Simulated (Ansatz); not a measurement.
# W2N monolayer under uniaxial strain along the armchair direction, normal to a, with the width clamped, part 2 of 2

Aim: how do the optical modes of W2N monolayer shift and split under this strain?

Ansatz 0.2.0; DFT PBE, scalar-relativistic, plane waves, PAW; PAW set soft_1.

So far, highest optical mode at the zone centre (no LO-TO term) (cm⁻¹): step 5 (modes at rest) 574.

**7. Zone-centre modes of the member: uniaxial strain of +5 % along the armchair direction, normal to a, with the width clamped**

The zone-centre modes follow for uniaxial strain of +5 % along the armchair direction, normal to a, with the width clamped.

input.yaml

```yaml
crystal:
  lattice:
    - [2.7796736243, 0.0, 0.0]
    - [-1.3898368121, 2.5276313714, 0.0]
    - [0.0, 0.0, 29.6237063742]
  atoms:
    - { symbol: "N", position: [0.0, 0.0, 0.3375674831] }
    - { symbol: W, position: [0.3227949963, 0.6455899925, 0.3844807159] }
    - { symbol: W, position: [0.6772050037, 0.3544100075, 0.2906542503] }
  periodic: [true, true, false]
kpoints:
  mp_grid: { grid: [18, 18, 1] }
hamiltonian:
  xc: pbe
  pseudopotentials: { kind: paw, azcp: { folder: soft_1 } }
scf:
  occupations: { method: methfessel_paxton, width: 0.2 }
output:
  eigenvalues: true
phonons:
  method: dfpt
```

Launch:

```sh
> ansatz run input.yaml --threads 4 --pin off --max-ram 16384MiB --backend cpu --events-out ev --progress --plain --runs-dir out
```

Numbers of over 12 decimals in the logs are rounded to 6 here.

Log:

```text
[...]
Crystal: 3 atoms, lattice volume = 208.136 Å³
Basis set: ecut = 420 eV, 4091 PW (Γ), exchange–correlation on 40×40×400 points (8 copies of the dense FFT grid, shifted against one another)
Bands: 21, of which v1, the nominal top of the filled ones, is band 17 counted from 1 (16 counted from 0)
Symmetry: 4 space group operations
k-points: 91 of 324 (irreducible under 2 space group operations, time reversal used)
[...]
SCF iter   1: F=—  HF=-21154.753253 eV  |F-HF|=—  |Δ(HF+E_count)|=         —  Δρ=5.34e-2  dr2=8.13e0  ethr=3.10e-3  ⟨swp⟩=11.7  Hψ=15616  notcnv=0
[...]
SCF iter   2: F=—  HF=-21153.135729 eV  |F-HF|=—  |Δ(HF+E_count)|=    1.62e0  S|Δr|=    0.00e0  Δρ=2.85e-2  dr2=1.33e0  ethr=3.10e-3  ⟨swp⟩=11.7  Hψ=24201  notcnv=0
automatic band count: the SCF goes on with 25 bands, as 21 were too few: they end inside the smearing window of the response
SCF iter   3: F=—  HF=-21152.868749 eV  |F-HF|=—  |Δ(HF+E_count)|=   2.67e-1  S|Δr|=    0.00e0  Δρ=3.61e-3  dr2=2.92e-2  ethr=3.10e-3  ⟨swp⟩=3.5  Hψ=5488  notcnv=0  defer=173
[...]
SCF iter  12: F=-21152.873211 eV  HF=-21152.873211 eV  |F-HF|=7.28e-12  |Δ(HF+E_count)|=  5.75e-10  S|Δr|=    0.00e0  Δρ=2.01e-8  dr2=5.79e-13  ethr=1.00e-12  ⟨swp⟩=25.8  Hψ=20463  notcnv=0
SCF 1 converged in 12 iterations: F = -21152.873211 eV  dr2 = 5.79e-13
[...]
SCF converged after 12 iterations
[...]
Free energy (F): -21152.873211 eV
[...]
Internal energy: -21152.875052 eV  (E = F + TS)
E sigma→0 (E₀):  -21152.873671 eV
Entropy (-TS):   0.001841 eV (0.614 meV/atom)
Fermi energy:    -5.188721 eV
[...]
--- Band table (eV; the first three rows and the last of 91) ---
  k-point 0: bands = [... 13 lower, -6.9727, -6.6884, -6.5211, -5.9458, -5.8162, -4.9974, -4.1920, -4.0421, ... 4 higher]
  k-point 1: bands = [... 13 lower, -7.1628, -6.6862, -6.5857, -5.8325, -5.7179, -5.1804, -4.2708, -3.8129, ... 4 higher]
  k-point 2: bands = [... 13 lower, -7.6272, -6.8687, -6.4806, -5.6550, -5.4278, -5.3466, -4.4043, -3.4549, ... 4 higher]
  k-point 90: bands = [... 13 lower, -7.3597, -7.0161, -6.4572, -4.9071, -4.0118, -3.5763, -2.2131, -2.0069, ... 4 higher]
  ° read free of the cell's end (the report's vacuum.weakly_bound_levels)
[...]
ASR residual: 6.835e-5 → 0.000e0 eV/Å²; symmetrization residual: 9.498e-6 eV/Å²
[...]
ASR residual per site (eV/Å²): 3.68e-5 6.81e-5 6.84e-5
  Γ frequencies (cm⁻¹): 0.00 0.00 0.00 75.05 90.79 140.61 184.34 320.39 600.22
[...]
```

It took 2.2 min on 4 threads of Arm Neoverse V1, shared host; peak memory 1.4 GiB.

This step gave:

- sum-rule residual before enforcement: 6.84e-5 eV/Å²
- point group: 2/m
- highest optical mode at the zone centre (no LO-TO term): 600.2 cm⁻¹
- lowest optical zone-centre mode: 75.05 cm⁻¹

Patterns of degenerate modes are one choice out of their space. The modes at Γ (shares of kinetic energy by element, %):

```csv
mode,frequency (cm⁻¹),symmetry,N %,W %
1,0.0,acoustic,4,96
2,0.0,acoustic,4,96
3,0.0,acoustic,4,96
4,75.0,Ag,0,100
5,90.8,Bg,0,100
6,140.6,Ag,0,100
7,184.3,Au,96,4
8,320.4,Bu,96,4
9,600.2,Bu,96,4
```

Displacements in mode 4 (75.0 cm⁻¹), the largest set to 1:
```
N1   0.00  0.00  0.00
W2   0.00  1.00  0.06
W3   0.00 -1.00 -0.06
```

Displacements in mode 7 (184.3 cm⁻¹), the largest set to 1:
```
N1   1.00  0.00  0.00
W2  -0.04  0.00  0.00
W3  -0.04  0.00  0.00
```

The lowest optical mode is real, 75.0 cm⁻¹, and the highest lies at 600.2 cm⁻¹.

For the highest optical mode at the zone centre (no LO-TO term), step 5 gave 574 cm⁻¹; this run, with strain 5 %, gives 600 cm⁻¹ (+5 %).

**8. Relaxation of a member: uniaxial strain of -3 % along the armchair direction, normal to a, with the width clamped**

The cell takes a uniaxial strain of -3 % along the armchair direction, normal to a, with the width clamped. The cell is held, and the atoms relax in it.

input.yaml, the sections that differ from step 7:

```yaml
crystal:
  lattice:
    - [2.7796736243, 0.0, 0.0]
    - [-1.3898368121, 2.3350499337, 0.0]
    - [0.0, 0.0, 29.6237063742]
  atoms:
    - { symbol: "N", position: [0.0, 0.0, 0.3375674831] }
    - { symbol: W, position: [0.335042004, 0.670084008, 0.3873220261] }
    - { symbol: W, position: [0.664957996, 0.329915992, 0.2878129401] }
  periodic: [true, true, false]
output:
  forces: true
  stress: true
  eigenvalues: true
relax:
  adjacent_minimum: "off"
  f_tol: 0.001
  max_steps: 60
# kpoints, hamiltonian, scf: as in step 7
# phonons: removed
```

Log:

```text
[...]
Crystal: 3 atoms, lattice volume = 192.278 Å³
Basis set: ecut = 420 eV, 3765 PW (Γ), exchange–correlation on 40×40×400 points (8 copies of the dense FFT grid, shifted against one another)
Bands: 21, of which v1, the nominal top of the filled ones, is band 17 counted from 1 (16 counted from 0)
Symmetry: 4 space group operations
[...]
--- Relaxed structure (4 steps of the walk, 4 accepted, 0 SCFs on fresh bases) ---
  F+E_penalty+E_count = -21152.91300938 eV   max|allowed force component| = 1.749e-4 eV/Å
  cell:  # Å, volume = 192.2779 Å³
    - [2.7796736243, -2.9760282505410725e-11, 0.0]
    - [-1.389836812125, 2.335050, 0.0]
    - [0.0, 0.0, 29.6237063742]
  atoms:
    - { symbol: N, position: [0, 0, 0.337567] }
    - { symbol: W, position: [0.335852, 0.671703, 0.387587] }
    - { symbol: W, position: [0.664148, 0.328297, 0.287548] }
[key lines of the parts left out:]
SCF converged after 4 iterations
Free energy (F): -21152.913009 eV
Fermi energy:    -5.347145 eV
P = ½ c Tr σ = 6.1499 N/m
```

Wall time 23 s (4 threads); peak memory 0.61 GiB; 92 s of CPU time.

The steps of the relaxation:

```csv
step,energy less that of the first step (eV),largest force component (eV/Å)
1,0.0000,0.1357
2,-0.0011,0.0093
3,-0.0012,0.0042
4,-0.0012,0.0002
```

The run keeps the 4 symmetry operations that it works with, so distortions that break them were not tested.

The relaxed structure:

```xyz
3
Lattice="2.7797 0.0000 0.0000 -1.3898 2.3350 0.0000 0.0000 0.0000 29.6237" Properties=species:S:1:pos:R:3
N     0.0000    0.0000   10.0000
W     0.0000    1.5685   11.4818
W     1.3898    0.7666    8.5182
```

Numbers from this step:

| Quantity | Value |
| --- | --- |
| area per atom | 2.164 Å² |

The largest force component left is 0.17 meV/Å.

**9. Zone-centre modes of the member: uniaxial strain of -3 % along the armchair direction, normal to a, with the width clamped**

The zone-centre modes follow for uniaxial strain of -3 % along the armchair direction, normal to a, with the width clamped.

input.yaml, the sections that differ from step 8:

```yaml
crystal:
  lattice:
    - [2.7796736243, 0.0, 0.0]
    - [-1.3898368121, 2.3350499337, 0.0]
    - [0.0, 0.0, 29.6237063742]
  atoms:
    - { symbol: "N", position: [0.0, 0.0, 0.3375674831] }
    - { symbol: W, position: [0.3358515482, 0.6717030964, 0.387586596] }
    - { symbol: W, position: [0.6641484518, 0.3282969036, 0.2875483702] }
  periodic: [true, true, false]
output:
  eigenvalues: true
phonons:
  method: dfpt
# kpoints, hamiltonian, scf: as in step 8
# relax: removed
```

Log:

```text
[...]
Crystal: 3 atoms, lattice volume = 192.278 Å³
Basis set: ecut = 420 eV, 3765 PW (Γ), exchange–correlation on 40×40×400 points (8 copies of the dense FFT grid, shifted against one another)
Bands: 21, of which v1, the nominal top of the filled ones, is band 17 counted from 1 (16 counted from 0)
Symmetry: 4 space group operations
[...]
k-point 2: bands = [... 13 lower, -7.5877, -6.7088, -6.4343, -6.1533, -5.8722, -4.9015, -4.7881, -3.3006]
  k-point 90: bands = [... 13 lower, -7.3055, -7.1065, -6.7272, -5.2639, -4.1109, -3.5841, -2.2855, -1.8975]
[...]
ASR residual: 3.898e-5 → 0.000e0 eV/Å²; symmetrization residual: 6.249e-6 eV/Å²
[...]
ASR residual per site (eV/Å²): 2.23e-5 3.90e-5 3.71e-5
  Γ frequencies (cm⁻¹): 0.00 0.00 0.00 84.12 90.56 158.73 320.04 342.68 557.57
[...]
[key lines of the parts left out:]
SCF converged after 12 iterations
Free energy (F): -21152.913009 eV
Fermi energy:    -5.347152 eV
```

Run time: 2 min. Hardware: 4 threads; peak memory 1.3 GiB.

This step gave:

* sum-rule residual before enforcement: 3.90e-5 eV/Å²
* highest optical mode at the zone centre (no LO-TO term): 557.6 cm⁻¹
* lowest optical zone-centre mode: 84.12 cm⁻¹

Patterns of degenerate modes are one choice out of their space. Modes at Γ, with each element's share of the kinetic energy:

```csv
mode,frequency (cm⁻¹),symmetry,N %,W %
1,0.0,acoustic,4,96
2,0.0,acoustic,4,96
3,0.0,acoustic,4,96
4,84.1,Bg,0,100
5,90.6,Ag,0,100
6,158.7,Ag,0,100
7,320.0,Au,96,4
8,342.7,Bu,96,4
9,557.6,Bu,96,4
```

The lowest optical mode is real, 84.1 cm⁻¹, and the highest lies at 557.6 cm⁻¹.

For the highest optical mode at the zone centre (no LO-TO term), step 5 gave 574 cm⁻¹; this run, with strain -3 %, gives 558 cm⁻¹ (-3 %).

**10. The series together**

The members are set side by side, also those not shown above.

Energies are extrapolated to zero smearing, and E0 is that at rest; the cell is clamped and the atoms are relaxed; all runs use 18×18×1 k points and Methfessel-Paxton smearing of 0.2 eV. State of the crystal along the series:

```csv
strain (%),E - E0 (meV/atom)
-3,17.19
-2,7.275
-1,1.768
0,0
1,1.62
2,6.135
3,12.89
4,21.14
5,30.53
```

Optical modes are counted from below at rest and tracked from member to member by their patterns, and modes that stay within 0.3 cm⁻¹ of each other stand once; labels, where given, are those at rest, then, where named, those of the strained cell; the cell is clamped and the atoms are relaxed; all runs use 18×18×1 k points and Methfessel-Paxton smearing of 0.2 eV. Optical modes along the series:

```csv
strain (%),optical mode 1 Eg to Ag single part (cm⁻¹),optical mode 2 Eg to Bg single part (cm⁻¹),optical mode 3 A1g to Ag (cm⁻¹),optical mode 4 Eu to Au single part (cm⁻¹),optical mode 5 Eu to Bu single part (cm⁻¹),optical mode 6 A2u to Bu (cm⁻¹)
-3,90.56,84.12,158.7,320,342.7,557.6
-2,90.26,85.56,155.5,317,328.3,562.5
-1,89.5,86.9,151.4,311.9,315.8,568.1
0,88.1,88.1,147.1,305.6,305.6,573.9
1,85.66,89.02,142.4,295.6,298.1,579.5
2,81.37,89.59,138.7,278,296.3,585.4
3,76.12,90.01,137.2,249,302.3,591.5
4,74.4,90.48,137.9,213.7,313.3,596.7
5,75.05,90.79,140.6,184.3,320.4,600.2
```

Value and slope at zero strain of a cubic (a lower polynomial where under five rows exist) through the rows within 2 % of rest. Slopes at rest:

```csv
mode,frequency (cm⁻¹),shift per percent of strain (cm⁻¹)
optical mode 1 Eg to Ag single part,88.1,-1.82
optical mode 2 Eg to Bg single part,88.1,1.08
optical mode 3 A1g to Ag,147,-4.57
optical mode 4 Eu to Au single part,305.7,-7.67
optical mode 5 Eu to Bu single part,305.3,-9.13
optical mode 6 A2u to Bu,573.8,5.73
```

**11. Summary of results**

| Property | Result |
| --- | --- |
| members | 9 |
| highest optical mode at the zone centre (no LO-TO term), at rest | 573.9 cm⁻¹ |
| optical mode 3 A1g to Ag, shift per percent | -4.57 cm⁻¹ |
| optical mode 4 Eu to Au single part, shift per percent | -7.67 cm⁻¹ |
| optical mode 5 Eu to Bu single part, shift per percent | -9.13 cm⁻¹ |
| optical mode 6 A2u to Bu, shift per percent | 5.73 cm⁻¹ |

**Reading.** The strain lowers the symmetry: the level at 305.6 cm⁻¹ splits, into 184.3 and 320.4 cm⁻¹ at +5 %. Within 2 % of rest several modes bend away from a straight line, so single slopes hold only near rest. The width is clamped, so the contraction across the strain that a free sheet shows is left out. These are harmonic frequencies at zero temperature: anharmonic shifts, linewidths and thermal expansion are left out. Spin-orbit coupling is left out, which can matter for the heavy elements here. With no gap, or one that is small against the smearing, the frequencies hang on the k mesh and the smearing, most of all near Kohn anomalies. The runs are without spin polarisation, although the cell has an odd electron count. The starting cell was built on a prototype and not taken from a measurement. Only the zone centre was solved, so an instability at another wavevector cannot show here.

[Logs are printed without paths, hosts, clocks, repeated set-up lines and the standing remarks that a program may print on its own settings, such as how far it seeks lower states.]

[Hosts, paths, dates, database ids (printed as entryN), source tags and the programs' standing remarks are cut or masked in the printed files.]
